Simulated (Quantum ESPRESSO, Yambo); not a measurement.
## InF3 (R-3c): G0W0 in Yambo against the screening cutoff

How does the gap of InF3 (R-3c) converge in the screening cutoff?

Program: Yambo 5.3.0. Level of theory: LDA and many-body steps on it, plane waves. Results are calculated unless marked as measured.

**1. The structure**

It takes space group R-3c (No. 167, trigonal). Conventional cell: a = 5.204 Å, b = 5.204 Å, c = 14.723 Å, α = 90.00°, β = 90.00°, γ = 120.00°. Nearest to In lie 6 F at 2.08 Å. Nearest to F lie 2 In at 2.08 Å. Farther neighbours and most contacts between anions are not listed.

Structure file:

```
In F
1.0
     2.60214    1.50235    4.90751
    -2.60214    1.50235    4.90751
     0.00000   -3.00469    4.90751
In F
2 6
Direct
  0.50000 0.50000 0.50000
  0.00000 0.00000 0.00000
  0.39571 0.75000 0.10429
  0.75000 0.10429 0.39571
  0.89571 0.60429 0.25000
  0.25000 0.89571 0.60429
  0.60429 0.25000 0.89571
  0.10429 0.39571 0.75000
```

The cell and positions are those that the Materials Project relaxed with its own functionals (PBE, PBE+U or r2SCAN), kept fixed.

**2. 1.5 Ha**

This step: Yambo 5.3.0; G0W0 on LDA, plane waves, norm-conserving pseudopotentials.

G0W0 replaces the xc potential by the self-energy, built once from these orbitals. Only a window of levels is corrected, while the sums run over the empty bands that the input names.

Contents of gw7.in:

```
HF_and_locXC
gw0
dyson
ppa
em1d
rim_cut
RandQpts= 1000000
RandGvec= 1 RL
EXXRLvcs= 80 Ry
VXCRLvcs= 320 Ry
Chimod= "HARTREE"
% BndsRnXp
 1 | 98 |
%
NGsBlkXp= 3 Ry
% LongDrXp
 1 | 1 | 1 |
%
% GbndRnge
 1 | 98 |
%
DysSolver= "n"
ExtendOut
PPAPntXp= 27.21138 eV
% QPkrange
 7 | 7 | 41 | 44 |
 1 | 1 | 41 | 44 |
%
```

The run is started by

```console
> OMP_NUM_THREADS=2 mpirun -n 4 yambo -F gw7.in -J gw7 -C gw7 > gw7.log
```

Output:

```text
 Yambo, version 5.3.0

 [02] CORE Variables Setup
 =========================

  [... cell, symmetries and grids as in the set-up ...]

  [02.05] Energies & Occupations
  ==============================

  [X] === General ===
  [X] Electronic Temperature                        :  0.000000  0.000000 [eV K]
  [X] Bosonic    Temperature                        :  0.000000  0.000000 [eV K]
  [X] Finite Temperature mode                       : no
  [X] El. density                                   :  0.72974E+24 [cm-3]
  [X] Fermi Level                                   :  2.393526 [eV]

  [X] === Gaps and Widths ===
  [X] Conduction Band Min                           :  4.009337 [eV]
  [X] Valence Band Max                              :  0.000000 [eV]
  [X] Filled Bands                                  :   42
  [X] Empty Bands                                   :   43  265
  [X] Direct Gap                                    :  4.041771 [eV]
  [X] Direct Gap localized at k                     :  1
  [X] Indirect Gap                                  :  4.009337 [eV]
  [X] Indirect Gap between kpts                     :   7   1
  [X] Last valence band width                       :  0.129179 [eV]
  [X] 1st conduction band width                     :  3.087633 [eV]

 [03] Transferred momenta grid and indexing
 ==========================================

 IBZ Q-points                                      :  14
 BZ  Q-points                                      :   64

 K/Q-points units:
 rlu = crystal or reduced units; cc = cartesian coordinates; iku = interal k-units

 Q [ 1]         [rlu]:  0.000000  0.000000  0.000000
 Q [ 2]         [rlu]: -0.34882E-16 -0.34882E-16  0.25000
 Q [ 3]         [rlu]:  0.49282E-16  0.49282E-16 -0.50000
 Q [ 4]         [rlu]:  0.18461E-16  0.25000      0.25000
 Q [ 5]         [rlu]:  0.15108E-15  0.25000      0.50000
 Q [ 6]         [rlu]:  0.74563E-16  0.25000     -0.25000
 Q [ 7]         [rlu]: -0.36922E-16 -0.50000     -0.50000
 Q [ 8]         [rlu]:  0.250000  0.250000  0.250000
 Q [ 9]         [rlu]:  0.250000  0.250000  0.500000
 Q [10]         [rlu]:  0.250000  0.250000 -0.250000
 Q [11]         [rlu]:  0.250000  0.500000  0.500000
 Q [12]         [rlu]:  0.250000  0.500000  0.750000
 Q [13]         [rlu]: -0.500000 -0.500000 -0.500000
 Q [14]         [rlu]: -0.25000     -0.16429E-15 -0.50000

 [04] Coloumb potential Random Integration (RIM)
 ===============================================

  [04.01] RIM initialization
  ==========================

  * Diagonal components only detected *

  8 x (sBL volume)        :  0.039915 [a.u.]
  sBZ random points       :  1000000
  Points outside the sBZ  :   7988742
  RL volume               :  0.319323 [a.u.]
  Integrated volume       :  0.319773 [a.u.]

  [04.02] RIM integrals
  =====================

  Gamma point sphere radius             :  0.061991 [a.u.]
  Points outside the sphere             :   799652
  [Int_sBZ(q=0) 1/q^2]*(Vol_sBZ)^(-1/3) =:  7.753065
                                 should be <:  7.795600

  Summary of Coulomb integrals for non-metallic bands |Q|[au] RIM/Bare

  Q [1] 0.100000E-4 0.994544 * Q [8] 0.169379 1.028176
  Q [2] 0.192878 1.076558 * Q [4] 0.216252 1.066047
  Q [9] 0.291577 1.024101 * Q [6] 0.319441 1.030907
  Q [11] 0.337204 1.016845 * Q [13] 0.338758 1.010690
  Q [5] 0.361568 1.021448 * Q [14] 0.361568 1.021767
  Q [10] 0.373154 1.022739 * Q [3] 0.385755 1.020169
  Q [7] 0.432504 1.015207 * Q [12] 0.465617 1.010633

 [WARNING] [Xp] User bands 1-98 break level degeneracy

 [05] Dipoles
 ============

  [05.01] Setup: observables and procedures
  =========================================

  [WARNING] [x,Vnl] slows the Dipoles computation. To neglect it rename the ns.kb_pp file

 [06] Dynamic Dielectric Matrix (PPA)
 ====================================

 [WR./gw7//ndb.pp]---------------------------------------------------------------
  Brillouin Zone Q/K grids (IBZ/BZ)                :   14   64   14   64
  RL vectors                                       :  11327 [WF]
  Coulomb cutoff potential                         : none
  Electronic Temperature                           :  0.000000 [K]
  Bosonic    Temperature                           :  0.000000 [K]
  PPA    diel. fun.  energies                      : Slater exchange(X)+Perdew & Wang(C)
  wavefunctions                                    : Slater exchange(X)+Perdew & Wang(C)
  Global Gauge                                     : length
  X matrix size                                    :   71
  X band range                                     :    1   98
  X e/h energy range                               : -1.000000 -1.000000 [eV]
  X Time ordering                                  : R
  X Hxc Kernel                                     : HARTREE
  X Drude frequency                                :  0.000000  0.000000
  X poles                                          :  100.0000 [o/o]
  RL vectors in the sum                            :  11327
  [r,Vnl] included                                 : yes
  Field direction                                  :  0.577350E-5  0.577350E-5  0.577350E-5
  BZ energy Double Grid                            : no
  BZ energy DbGd points                            : 0
  BZ Q point size factor                           : -1.000000
  X Optical Averaged directions                    : none

 [07] Local Exchange-Correlation + Non-Local Fock
 ================================================

 [VXC] Plane waves :   74873
 [EXS] Plane waves :   9339

 QP @ state[ 1 ] K range:  1  1
 QP @ state[ 1 ] b range:   41   44
 QP @ state[ 2 ] K range:   7   7
 QP @ state[ 2 ] b range:   41   44

 [xc] Functional : Slater exchange(X)+Perdew & Wang(C)
 [xc] LIBXC used to calculate xc functional
  PP Number of Atomic Species                      :  2
  NLCC RL compoments                               :   74873
  PP Number of Atomic Species                      :  2
  NLCC RL compoments                               :   74873

 [xc] E_xc :  -59.69010 [Ha]
      E_xc :  -119.3802 [Ry]

  Local XC kind (lXC) : Slater exchange(X)+Perdew & Wang(C)
  Non-Local XC kind (nlXC) : Hartree-Fock

  Corrections @ K [1] :  [eV]
 <41|nlXC|41> = -30.71631  0.11158E-17 <41|lXC|41> = -22.75048 -0.75527E-15
 <42|nlXC|42> = -30.71630 -0.20145E-17 <42|lXC|42> = -22.75048  0.18882E-15
 <43|nlXC|43> = -10.34929 -0.22287E-17 <43|lXC|43> = -15.00348 -0.56644E-15
 <44|nlXC|44> = -13.25180 -0.16820E-18 <44|lXC|44> = -19.92569  0.18881E-15

  Corrections @ K [7] :  [eV]
 <41|nlXC|41> = -30.87888 -0.56584E-17 <41|lXC|41> = -23.60424  0.37764E-15
 <42|nlXC|42> = -30.81237  0.11876E-16 <42|lXC|42> = -22.91542  0.56645E-15
 <43|nlXC|43> = -12.86166 -0.54819E-18 <43|lXC|43> = -18.19567 -0.47271E-16
 <44|nlXC|44> = -13.06259 -0.28466E-18 <44|lXC|44> = -19.12037  0.18883E-15

 [08] Dyson equation: Newton solver
 ==================================

  [08.01] G0W0 (W PPA)
  ====================

  [  GW  ] Bands range     :    1   98
  [GW/PPA] G damping       :  0.100000 [eV]

  QP @ state[ 1 ] K range:  1  1
  QP @ state[ 1 ] b range:   41   44
  QP @ state[ 2 ] K range:   7   7
  QP @ state[ 2 ] b range:   41   44

   Sc/G bands                                       :    1   98
   Sc/G damping                                     :  0.100000 ev
   Sc bands terminator                              : no
   Sx RL components                                 :   9339

   QP @ state[ 1 ] K range                          :  1  1
   QP @ state[ 1 ] b range                          :   41   44
   QP @ state[ 2 ] K range                          :   7   7
   QP @ state[ 2 ] b range                          :   41   44
   GF energies kind                                 : Slater exchange(X)+Perdew & Wang(C)
   GF WF`s kind                                     : Slater exchange(X)+Perdew & Wang(C)
   Xs energies kind                                 : Slater exchange(X)+Perdew & Wang(C)
   Xs WF`s kind                                     : Slater exchange(X)+Perdew & Wang(C)

 [11] Game Over & Game summary
```

Elapsed: 3.2 min, on 4 MPI ranks of Arm Neoverse V2, shared host; peak memory 6.3 GiB.

This step gave:

* G0W0 gap on the points computed: 8.381 eV
* starting gap on the mesh: 4.009 eV
* k of the valence top: 0, -0.5, -0.5
* k of the conduction bottom: 0, 0, 0
* least direct G0W0 gap on the computed points: 8.487 eV
* Z at the valence top: 0.8178
* Z at the conduction bottom: 0.8743

The gap on the mesh goes from 4.01 eV to 8.38 eV, a correction of +4.37 eV.

**3. 2.25 Ha**

gw8.in, as its differences from gw7.in of step 2:

```diff
@@ -14,3 +14,3 @@
 %
-NGsBlkXp= 3 Ry
+NGsBlkXp= 4.5 Ry
 % LongDrXp
```

The run is started by

```console
> OMP_NUM_THREADS=2 mpirun -n 4 yambo -F gw8.in -J gw8 -C gw8 > gw8.log
```

Output:

```text
 Yambo, version 5.3.0

 [02] CORE Variables Setup
 =========================

  [... cell, symmetries and grids as in the set-up ...]

  [02.05] Energies & Occupations
  ==============================

  [X] === General ===
  [X] Electronic Temperature                        :  0.000000  0.000000 [eV K]
  [X] Bosonic    Temperature                        :  0.000000  0.000000 [eV K]
  [X] Finite Temperature mode                       : no
  [X] El. density                                   :  0.72974E+24 [cm-3]
  [X] Fermi Level                                   :  2.393526 [eV]

  [X] === Gaps and Widths ===
  [X] Conduction Band Min                           :  4.009337 [eV]
  [X] Valence Band Max                              :  0.000000 [eV]
  [X] Filled Bands                                  :   42
  [X] Empty Bands                                   :   43  265
  [X] Direct Gap                                    :  4.041771 [eV]
  [X] Direct Gap localized at k                     :  1
  [X] Indirect Gap                                  :  4.009337 [eV]
  [X] Indirect Gap between kpts                     :   7   1
  [X] Last valence band width                       :  0.129179 [eV]
  [X] 1st conduction band width                     :  3.087633 [eV]

 [03] Transferred momenta grid and indexing
 ==========================================

 IBZ Q-points                                      :  14
 BZ  Q-points                                      :   64

 K/Q-points units:
 rlu = crystal or reduced units; cc = cartesian coordinates; iku = interal k-units

 Q [ 1]         [rlu]:  0.000000  0.000000  0.000000
 Q [ 2]         [rlu]: -0.34882E-16 -0.34882E-16  0.25000
 Q [ 3]         [rlu]:  0.49282E-16  0.49282E-16 -0.50000
[...]
[xc] LIBXC used to calculate xc functional
  PP Number of Atomic Species                      :  2
  NLCC RL compoments                               :   74873
  PP Number of Atomic Species                      :  2
  NLCC RL compoments                               :   74873

 [xc] E_xc :  -59.69010 [Ha]
      E_xc :  -119.3802 [Ry]

  Local XC kind (lXC) : Slater exchange(X)+Perdew & Wang(C)
  Non-Local XC kind (nlXC) : Hartree-Fock

  Corrections @ K [1] :  [eV]
 <41|nlXC|41> = -30.71631  0.11158E-17 <41|lXC|41> = -22.75048 -0.75527E-15
 <42|nlXC|42> = -30.71630 -0.20145E-17 <42|lXC|42> = -22.75048  0.18882E-15
 <43|nlXC|43> = -10.34929 -0.22287E-17 <43|lXC|43> = -15.00348 -0.56644E-15
[...]
Corrections @ K [7] :  [eV]
[...]
<43|nlXC|43> = -12.86166 -0.54819E-18 <43|lXC|43> = -18.19567 -0.47271E-16
 <44|nlXC|44> = -13.06259 -0.28466E-18 <44|lXC|44> = -19.12037  0.18883E-15

 [08] Dyson equation: Newton solver
 ==================================

  [08.01] G0W0 (W PPA)
  ====================

  [  GW  ] Bands range     :    1   98
  [GW/PPA] G damping       :  0.100000 [eV]

  QP @ state[ 1 ] K range:  1  1
  QP @ state[ 1 ] b range:   41   44
  QP @ state[ 2 ] K range:   7   7
  QP @ state[ 2 ] b range:   41   44

   Sc/G bands                                       :    1   98
   Sc/G damping                                     :  0.100000 ev
   Sc bands terminator                              : no
   Sx RL components                                 :   9339

   QP @ state[ 1 ] K range                          :  1  1
   QP @ state[ 1 ] b range                          :   41   44
   QP @ state[ 2 ] K range                          :   7   7
   QP @ state[ 2 ] b range                          :   41   44
   GF energies kind                                 : Slater exchange(X)+Perdew & Wang(C)
   GF WF`s kind                                     : Slater exchange(X)+Perdew & Wang(C)
   Xs energies kind                                 : Slater exchange(X)+Perdew & Wang(C)
   Xs WF`s kind                                     : Slater exchange(X)+Perdew & Wang(C)

 [11] Game Over & Game summary
```

Run time: 3.4 min. Hardware: 4 MPI ranks; peak memory 6.3 GiB.

This step gave:

| Item | Value |
| --- | --- |
| G0W0 gap on the points computed | 8.157 eV |
| starting gap on the mesh | 4.009 eV |
| k of the valence top | 0, -0.5, -0.5 |
| k of the conduction bottom | 0, 0, 0 |
| least direct G0W0 gap on the computed points | 8.235 eV |
| Z at the valence top | 0.8089 |
| Z at the conduction bottom | 0.8718 |

Against the run before, the gap moves by −0.223 eV.

**4. 4.5 Ha**

gw9.in, as its differences from gw8.in of step 3:

```diff
@@ -14,3 +14,3 @@
 %
-NGsBlkXp= 4.5 Ry
+NGsBlkXp= 9 Ry
 % LongDrXp
```

The run is started by

```console
> OMP_NUM_THREADS=2 mpirun -n 4 yambo -F gw9.in -J gw9 -C gw9 > gw9.log
```

Output:

```text
 Yambo, version 5.3.0

 [02] CORE Variables Setup
 =========================

  [... cell, symmetries and grids as in the set-up ...]

  [02.05] Energies & Occupations
  ==============================

  [X] === General ===
  [X] Electronic Temperature                        :  0.000000  0.000000 [eV K]
  [X] Bosonic    Temperature                        :  0.000000  0.000000 [eV K]
  [X] Finite Temperature mode                       : no
  [X] El. density                                   :  0.72974E+24 [cm-3]
[...]
Sx RL components                                 :   9339

   QP @ state[ 1 ] K range                          :  1  1
   QP @ state[ 1 ] b range                          :   41   44
   QP @ state[ 2 ] K range                          :   7   7
   QP @ state[ 2 ] b range                          :   41   44
   GF energies kind                                 : Slater exchange(X)+Perdew & Wang(C)
   GF WF`s kind                                     : Slater exchange(X)+Perdew & Wang(C)
   Xs energies kind                                 : Slater exchange(X)+Perdew & Wang(C)
   Xs WF`s kind                                     : Slater exchange(X)+Perdew & Wang(C)

 [11] Game Over & Game summary
```

Wall time 4.8 min (4 MPI ranks); peak memory 6.3 GiB.

Numbers from this step:

| Quantity | Value |
| --- | --- |
| G0W0 gap on the points computed | 7.975 eV |
| starting gap on the mesh | 4.009 eV |
| k of the valence top | 0, -0.5, -0.5 |
| k of the conduction bottom | 0, 0, 0 |
| least direct G0W0 gap on the computed points | 8.027 eV |

Against the run before, the gap moves by −0.182 eV.

**5. 5.5 Ha**

gw10.in, as its differences from gw9.in of step 4:

```diff
@@ -14,3 +14,3 @@
 %
-NGsBlkXp= 9 Ry
+NGsBlkXp= 11 Ry
 % LongDrXp
```

The run is started by

```console
> OMP_NUM_THREADS=2 mpirun -n 4 yambo -F gw10.in -J gw10 -C gw10 > gw10.log
```

Output:

```text
 Yambo, version 5.3.0

 [02] CORE Variables Setup
 =========================

  [... cell, symmetries and grids as in the set-up ...]

  [02.05] Energies & Occupations
  ==============================

  [X] === General ===
  [X] Electronic Temperature                        :  0.000000  0.000000 [eV K]
  [X] Bosonic    Temperature                        :  0.000000  0.000000 [eV K]
  [X] Finite Temperature mode                       : no
  [X] El. density                                   :  0.72974E+24 [cm-3]
[...]
Sx RL components                                 :   9339

   QP @ state[ 1 ] K range                          :  1  1
   QP @ state[ 1 ] b range                          :   41   44
   QP @ state[ 2 ] K range                          :   7   7
   QP @ state[ 2 ] b range                          :   41   44
   GF energies kind                                 : Slater exchange(X)+Perdew & Wang(C)
   GF WF`s kind                                     : Slater exchange(X)+Perdew & Wang(C)
   Xs energies kind                                 : Slater exchange(X)+Perdew & Wang(C)
   Xs WF`s kind                                     : Slater exchange(X)+Perdew & Wang(C)

 [11] Game Over & Game summary
```

The job ended after 6.1 min (4 MPI ranks; peak memory 6.3 GiB; 43 min of CPU time).

This step gave:

| Quantity | Value |
| --- | --- |
| G0W0 gap on the points computed | 7.972 eV |
| starting gap on the mesh | 4.009 eV |
| k of the valence top | 0, -0.5, -0.5 |
| k of the conduction bottom | 0, 0, 0 |
| least direct G0W0 gap on the computed points | 8.026 eV |

Against the run before, the gap moves by −0.003 eV.

**6. The runs together**

Times are wall times on 4 MPI ranks of Arm Neoverse V2, shared host, good to a factor of about two.

```csv
run,mesh,bands,screening cutoff (eV),DFT gap (eV),gap on the mesh (eV),direct (eV),time
1.5 Ha,4×4×4,98,40.8,4.009,8.381,8.487,3.2 min
2.25 Ha,4×4×4,98,61.2,4.009,8.157,8.235,3.4 min
4.5 Ha,4×4×4,98,122.5,4.009,7.975,8.027,4.8 min
5.5 Ha,4×4×4,98,149.7,4.009,7.972,8.026,6.1 min
```

**7. What came out**

* 1.5 Ha: 8.381 eV
* 2.25 Ha: 8.157 eV
* 4.5 Ha: 7.975 eV
* 5.5 Ha: 7.972 eV
* known limits: not at the basis limit; no spin-orbit coupling

**Reading.** The setting moved: screening cutoff. From 1.5 Ha to 5.5 Ha the gap moves by −0.41 eV. It holds to 0.03 eV from 4.5 Ha on. Bands and screening cutoff are coupled, so a series along one setting does not show full convergence. Bands and cutoff are finite, so the gap is not at the basis limit. The miss can reach some tenths of an eV and take either sign; the mesh is an error of its own. In the G0W0 runs levels were corrected at 2 k points alone, so a gap called «on the mesh» is the least over those, and an edge elsewhere would be missed. The many-body steps are scalar-relativistic: spin-orbit coupling is not in them.

[Paths, hosts, dates, memory and timing lines, banners, echoed tables and standing remarks are left out of the program output.]

[Logs are printed without paths, hosts, clocks, repeated set-up lines and the standing remarks that a program may print on its own settings, such as how far it seeks lower states.]

[Runs of the session that timed out or met a known fault of the program may be left out.]

[Hosts, paths, dates, database ids (printed as entryN), source tags and the programs' standing remarks are cut or masked in the printed files.]
